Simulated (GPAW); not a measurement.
# Segments of Ga in a Si chain: a series of junctions, part 2 of 2

How does transport respond as one structural variable is stepped? The junctions: segments of Ga in a Si chain.

GPAW 26.7.0; GPAW LCAO, PAW setups; Landauer transmission from Green's functions with principal layers (ASE), zero bias.

So far, conductance (G₀): step 2 (member of the series, foreign atoms 1) 2.37; step 3 (12 atoms, foreign atoms 2) 1.82; step 4 (13 atoms, foreign atoms 3) 1.96; step 5 (14 atoms, foreign atoms 4) 2.29.

### 6. Junction, 15 atoms: segment atoms = 5

System of this step: 5 Ga atoms in a Si chain. The cell holds 15 atoms: 10 Si and 5 Ga. Cell: a = 9.000 Å, b = 9.000 Å, c = 34.734 Å, α = 90.0°, β = 90.0°, γ = 90.0°. Regions: left lead, 5 atoms (5 Si); channel, 5 atoms (5 Ga); right lead, 5 atoms (5 Si). Vacuum lies along a and b. The structure is stacked along c, and the current runs across the ab planes.

The input, run.py:

```python
import json
import numpy as np
from ase import Atoms
from ase.transport.calculators import TransportCalculator
from gpaw import GPAW, FermiDirac
from gpaw.lcao.tools import get_lcao_hamiltonian
from scipy.linalg import eigh

# The junction with lead layers at both ends, along the third cell vector
device = Atoms(
    ['Si', 'Si', 'Si', 'Si', 'Si', 'Ga', 'Ga', 'Ga', 'Ga', 'Ga', 'Si', 'Si', 'Si', 'Si', 'Si'],
    positions=[
        [4.50000, 4.50000, 1.10000],
        [4.50000, 4.50000, 3.30000],
        [4.50000, 4.50000, 5.50000],
        [4.50000, 4.50000, 7.70000],
        [4.50000, 4.50000, 9.90000],
        [4.50000, 4.50000, 12.26690],
        [4.50000, 4.50000, 14.81690],
        [4.50000, 4.50000, 17.36690],
        [4.50000, 4.50000, 19.91690],
        [4.50000, 4.50000, 22.46690],
        [4.50000, 4.50000, 24.83380],
        [4.50000, 4.50000, 27.03380],
        [4.50000, 4.50000, 29.23380],
        [4.50000, 4.50000, 31.43380],
        [4.50000, 4.50000, 33.63380]],
    cell=[[9.0, 0.0, 0.0], [0.0, 9.0, 0.0], [0.0, 0.0, 34.7338]],
    pbc=True)

# One principal layer of the lead: the first 3 atoms of the device
lead = Atoms(
    ['Si', 'Si', 'Si'],
    positions=[
        [4.50000, 4.50000, 1.10000],
        [4.50000, 4.50000, 3.30000],
        [4.50000, 4.50000, 5.50000]],
    cell=[[9.0, 0.0, 0.0], [0.0, 9.0, 0.0], [0.0, 0.0, 6.6]],
    pbc=True)

settings = dict(mode='lcao', basis='dzp', xc='RPBE', h=0.2,
                occupations=FermiDirac(0.1), maxiter=250,
                mixer=dict(beta=0.1, nmaxold=8, weight=100.0),
                convergence=dict(density=0.0001))
energies = np.arange(-2, 2 + 1e-9, 0.05)
eta = 0.0001
n1, n2 = 1, 1
# k and -k transmit alike, so half of the mesh across the current serves
mesh = [(i, j) for i in range(n1) for j in range(n2) if (i, j) <= (-i % n1, -j % n2)]
weights = np.array([1 if (i, j) == (-i % n1, -j % n2) else 2 for i, j in mesh]) / (n1 * n2)

# [... helper functions left out ...]
fermi_lead = ground_state(lead, (1, 1, 17), 'lead.txt')
fermi_device = ground_state(device, (1, 1, 3), 'device.txt')
# [... loop over the mesh left out, but for ...]
        # Shift the lead onto the potential of the device's first layer
        shift = ((H[:, 0, 0] - H0[:, 0, 0]) / S0[0, 0]).real.mean()
# [...]
kT = 8.617333e-5 * 500
bias = [0.1, 0.2, 0.5, 1.0, 1.5, 2.0]
# [... integrals and printing left out ...]
```

Run with:

```bash
OMP_NUM_THREADS=1 OPENBLAS_NUM_THREADS=1 python run.py
```

Output:

```text
basis functions: device 195, principal layer 39
Fermi level: lead -3.8684 eV, device -3.4515 eV; lead shifted by 0.0306 eV
largest coupling past the next layer 4.99e-05 eV, largest misfit of the first layer 0.053 eV
  E-E_F (eV)   T (one spin)  [channel counts left out]
    -2.000    2.0366e-11
    -1.950    1.9233e-11
    -1.900    1.8882e-11
[...]
1.950    2.9411e+00
     2.000    2.9389e+00
conductance at 500 K: 2.3274 G0 a cell; thermopower -6.106 uV/K
current from the zero-bias T(E) at 0.1 V: 17.833 uA
current from the zero-bias T(E) at 0.2 V: 34.56 uA
current from the zero-bias T(E) at 0.5 V: 74.653 uA
current from the zero-bias T(E) at 1.0 V: 130.34 uA
current from the zero-bias T(E) at 1.5 V: 190.99 uA
current from the zero-bias T(E) at 2.0 V: 247.68 uA
```

Elapsed: 44 s, on 1 thread of Arm Neoverse V2, shared host; peak memory 1.1 GiB.

One spin. The transmission, zone mean by energy, zero at the Fermi level:

energy (eV), transmission, zone mean and a bar:
```
   -2.000       0.00 
   -1.800       0.00 
   -1.600       0.00 
   -1.400       0.00 
   -1.200       0.00 
   -1.000       0.00 
   -0.800       0.21 ##
   -0.600       0.39 ####
   -0.400       0.51 #####
   -0.200       0.94 ##########
   -0.050       2.59 ##########################
    0.000       2.56 ##########################
    0.200       2.04 #####################
    0.400       2.30 ########################
    0.600       2.79 #############################
    0.750       2.92 ##############################
    0.800       2.90 ##############################
    1.000       2.73 ############################
    1.200       2.67 ###########################
    1.400       2.74 ############################
    1.600       2.86 #############################
    1.800       2.93 ##############################
    2.000       2.94 ##############################
```

The conductance, 2.33 G₀, lies 1.8 % above that of the member before.

### 7. Junction, 16 atoms: segment atoms = 6

System of this step: 6 Ga atoms in a Si chain. The cell holds 16 atoms: 10 Si and 6 Ga. Its edges and angles: a = 9.000 Å, b = 9.000 Å, c = 37.284 Å, α = 90.0°, β = 90.0°, γ = 90.0°. Regions: left lead, 5 atoms (5 Si); channel, 6 atoms (6 Ga); right lead, 5 atoms (5 Si). Vacuum lies along a and b. The structure is stacked along c, and the current runs across the ab planes.

run.py, as its differences from that of step 6:

```diff
@@ -10,3 +10,3 @@
 device = Atoms(
-    ['Si', 'Si', 'Si', 'Si', 'Si', 'Ga', 'Ga', 'Ga', 'Ga', 'Ga', 'Si', 'Si', 'Si', 'Si', 'Si'],
+    ['Si', 'Si', 'Si', 'Si', 'Si', 'Ga', 'Ga', 'Ga', 'Ga', 'Ga', 'Ga', 'Si', 'Si', 'Si', 'Si', 'Si'],
     positions=[
@@ -22,8 +22,9 @@
         [4.50000, 4.50000, 22.46690],
-        [4.50000, 4.50000, 24.83380],
-        [4.50000, 4.50000, 27.03380],
-        [4.50000, 4.50000, 29.23380],
-        [4.50000, 4.50000, 31.43380],
-        [4.50000, 4.50000, 33.63380]],
-    cell=[[9.0, 0.0, 0.0], [0.0, 9.0, 0.0], [0.0, 0.0, 34.7338]],
+        [4.50000, 4.50000, 25.01690],
+        [4.50000, 4.50000, 27.38380],
+        [4.50000, 4.50000, 29.58380],
+        [4.50000, 4.50000, 31.78380],
+        [4.50000, 4.50000, 33.98380],
+        [4.50000, 4.50000, 36.18380]],
+    cell=[[9.0, 0.0, 0.0], [0.0, 9.0, 0.0], [0.0, 0.0, 37.2838]],
     pbc=True)
@@ -53,3 +54,3 @@
 fermi_lead = ground_state(lead, (1, 1, 17), 'lead.txt')
-fermi_device = ground_state(device, (1, 1, 3), 'device.txt')
+fermi_device = ground_state(device, (1, 1, 2), 'device.txt')
 # [... loop over the mesh left out, but for ...]
```

Output:

```text
basis functions: device 208, principal layer 39
Fermi level: lead -3.8684 eV, device -3.4031 eV; lead shifted by 0.0190 eV
largest coupling past the next layer 4.99e-05 eV, largest misfit of the first layer 0.052 eV
  E-E_F (eV)   T (one spin)  [channel counts left out]
    -2.000    2.4188e-11
    -1.950    2.2053e-11
    -1.900    2.1091e-11
[...]
1.950    2.7875e+00
     2.000    2.8067e+00
conductance at 500 K: 2.1627 G0 a cell; thermopower 0.878 uV/K
current from the zero-bias T(E) at 0.1 V: 16.757 uA
current from the zero-bias T(E) at 0.2 V: 33.397 uA
current from the zero-bias T(E) at 0.5 V: 78.406 uA
current from the zero-bias T(E) at 1.0 V: 143.59 uA
current from the zero-bias T(E) at 1.5 V: 200.6 uA
current from the zero-bias T(E) at 2.0 V: 252.48 uA
```

It took 48 s on 1 thread; peak memory 1.2 GiB.

The conductance, 2.16 G₀, lies 7.1 % below that of the member before.

### 8. The series together

Times are for 1 thread of Arm Neoverse V2, shared host. The series side by side:

```
no.  foreign atoms  conductance (G₀)  time  memory (GiB)
  1              1             2.370  28 s          0.83
  2              2             1.818  29 s          0.87
  3              3             1.963  32 s          0.93
  4              4             2.287  38 s          0.99
  5              5             2.327  44 s           1.1
  6              6             2.163  48 s           1.2
```

The runs together. Table of transmission, zone mean by energy, zero at the Fermi level:

```
energy (eV)        1        2        3        4        5        6
      -2.00  1.7e-11  1.9e-11  1.6e-11  1.9e-11  2.0e-11  2.4e-11
      -1.85  2.1e-11  2.2e-11  1.9e-11  2.1e-11  1.9e-11  2.1e-11
      -1.70  3.1e-11  3.2e-11  2.8e-11  2.9e-11  2.5e-11  2.7e-11
      -1.50  7.6e-11  7.4e-11  7.4e-11  7.4e-11  6.5e-11  7.3e-11
      -1.35   0.0107   5.2e-9   6.7e-5  3.0e-10  2.4e-10  3.1e-10
      -1.20    0.160   0.0127  0.00157   1.3e-4   1.4e-5   1.1e-6
      -1.05    0.328   0.0321  0.00424   4.2e-4   4.8e-5   5.0e-6
      -0.90     1.45    0.398    0.205   0.0668   1.8e-4   0.0156
      -0.70     1.71    0.907    0.588    0.419    0.316    0.280
      -0.55     1.91     1.04    0.690    0.510    0.416    0.387
      -0.40     2.09     1.20    0.826    0.608    0.507    0.489
      -0.25     2.24     1.42     1.09    0.849    0.721    0.724
      -0.10     2.33     1.67     1.57     1.66     2.07     2.66
       0.00     2.37     1.82     1.98     2.46     2.56     2.08
       0.10     2.40     1.97     2.35     2.64     2.16     2.07
       0.25     2.43     2.15     2.68     2.34     2.06     2.60
       0.40     2.45     2.30     2.73     2.16     2.30     2.93
       0.55     2.47     2.44     2.64     2.17     2.69     2.69
       0.70     2.50     2.58     2.54     2.29     2.92     2.50
       0.90     2.54     2.72     2.46     2.58     2.82     2.58
       1.05     2.59     2.79     2.45     2.79     2.70     2.78
       1.20     2.63     2.84     2.50     2.91     2.67     2.92
       1.35     2.68     2.85     2.57     2.95     2.72     2.90
       1.50     2.73     2.86     2.66     2.93     2.80     2.80
       1.70     2.79     2.86     2.77     2.90     2.91     2.74
       1.85     2.82     2.87     2.85     2.89     2.94     2.75
       2.00     2.85     2.87     2.90     2.90     2.94     2.81
```

The runs together. Table of current through one cell, from the zero-bias transmission by bias:

```
bias (V)  1 (μA)  2 (μA)  3 (μA)  4 (μA)  5 (μA)  6 (μA)
   0.100    18.4    14.1    15.2    17.6    17.8    16.8
   0.200    36.7    28.1    30.3    34.5    34.6    33.4
   0.500    91.3    69.9    74.9    77.7    74.7    78.4
   1.000     180     138     144     134     130     144
   1.500     263     205     207     186     191     201
   2.000     334     267     260     239     248     252
```

### 9. A varied run

One more run, with changed settings.

System of this step: 3 Ga atoms in a Si chain. The cell holds 13 atoms: 10 Si and 3 Ga. Its edges and angles: a = 9.000 Å, b = 9.000 Å, c = 29.634 Å, α = 90.0°, β = 90.0°, γ = 90.0°. Regions: left lead, 5 atoms (5 Si); channel, 3 atoms (3 Ga); right lead, 5 atoms (5 Si). Vacuum lies along a and b. The structure is stacked along c, and the current runs across the ab planes.

The input, run.py:

```python
import json
import numpy as np
from ase import Atoms
from ase.transport.calculators import TransportCalculator
from gpaw import GPAW, FermiDirac
from gpaw.lcao.tools import get_lcao_hamiltonian
from scipy.linalg import eigh

# The junction with lead layers at both ends, along the third cell vector
device = Atoms(
    ['Si', 'Si', 'Si', 'Si', 'Si', 'Ga', 'Ga', 'Ga', 'Si', 'Si', 'Si', 'Si', 'Si'],
    positions=[
        [4.50000, 4.50000, 1.10000],
        [4.50000, 4.50000, 3.30000],
        [4.50000, 4.50000, 5.50000],
        [4.50000, 4.50000, 7.70000],
        [4.50000, 4.50000, 9.90000],
        [4.50000, 4.50000, 12.26690],
        [4.50000, 4.50000, 14.81690],
        [4.50000, 4.50000, 17.36690],
        [4.50000, 4.50000, 19.73380],
        [4.50000, 4.50000, 21.93380],
        [4.50000, 4.50000, 24.13380],
        [4.50000, 4.50000, 26.33380],
        [4.50000, 4.50000, 28.53380]],
    cell=[[9.0, 0.0, 0.0], [0.0, 9.0, 0.0], [0.0, 0.0, 29.6338]],
    pbc=True)

# One principal layer of the lead: the first 1 atoms of the device
lead = Atoms(
    ['Si'],
    positions=[
        [4.50000, 4.50000, 1.10000]],
    cell=[[9.0, 0.0, 0.0], [0.0, 9.0, 0.0], [0.0, 0.0, 2.2]],
    pbc=True)

settings = dict(mode='lcao', basis='dzp', xc='RPBE', h=0.2,
                occupations=FermiDirac(0.1), maxiter=75,
                mixer=dict(beta=0.1, nmaxold=8, weight=100.0),
                convergence=dict(density=0.0001))
energies = np.arange(-2, 2 + 1e-9, 0.05)
eta = 0.0001
n1, n2 = 1, 1
# k and -k transmit alike, so half of the mesh across the current serves
mesh = [(i, j) for i in range(n1) for j in range(n2) if (i, j) <= (-i % n1, -j % n2)]
weights = np.array([1 if (i, j) == (-i % n1, -j % n2) else 2 for i, j in mesh]) / (n1 * n2)

# [... helper functions left out ...]
fermi_lead = ground_state(lead, (1, 1, 17), 'lead.txt')
fermi_device = ground_state(device, (1, 1, 3), 'device.txt')
# [... loop over the mesh left out, but for ...]
        # Shift the lead onto the potential of the device's first layer
        shift = ((H[:, 0, 0] - H0[:, 0, 0]) / S0[0, 0]).real.mean()
# [...]
kT = 8.617333e-5 * 500
bias = [0.1, 0.2, 0.5, 1.0, 1.5, 2.0]
# [... integrals and printing left out ...]
```

Output:

```text
LinAlgError: The leading minor of order 11 of B is not positive definite. The factorization of B could not be completed and no eigenvalues or eigenvectors were computed.
```

It took 29 s on 1 thread; peak memory 0.9 GiB.

The run ended with an error.

The program's message: “LinAlgError: The leading minor of order 11 of B is not positive definite. The factorization of B could not be completed and no eigenvalues or eigenvectors were computed.”

The change that led to it: n_lead = 1 and period = 2.2.

### 10. What came out

* conductance, first and last member: 2.37 and 2.16 G₀
* largest and smallest: 2.37 and 1.82 G₀

**Reading.** As the number of foreign atoms goes from 1 to 6, the conductance goes from 2.37 to 2.16 G₀. The conductance does not change monotonically along the series. The geometry was built from estimated bond lengths and not relaxed, so the numbers describe this model structure. The run had no spin polarisation, so a magnetic state, which chains and small molecules with open shells often have, wasn't tested. An evenly spaced straight chain is an idealisation: free chains tend to dimerise, zigzag or, where a band edge lies near the Fermi level, turn magnetic. The currents use the zero-bias T(E) throughout, which holds only while the bias is small against the distance to the nearest feature. Energies count from the junction cell's Fermi level; in the run with T = 2.56 there, the aligned lead's own level lies at 0.031 eV, where T interpolates to 2.42; the finite cell leaves the answer open by at least that much.

[Logs are printed without paths, hosts, clocks, repeated set-up lines and the standing remarks that a program may print on its own settings, such as how far it seeks lower states.]

[Hosts, paths, dates, database ids (printed as entryN), source tags and the programs' standing remarks are cut or masked in the printed files.]
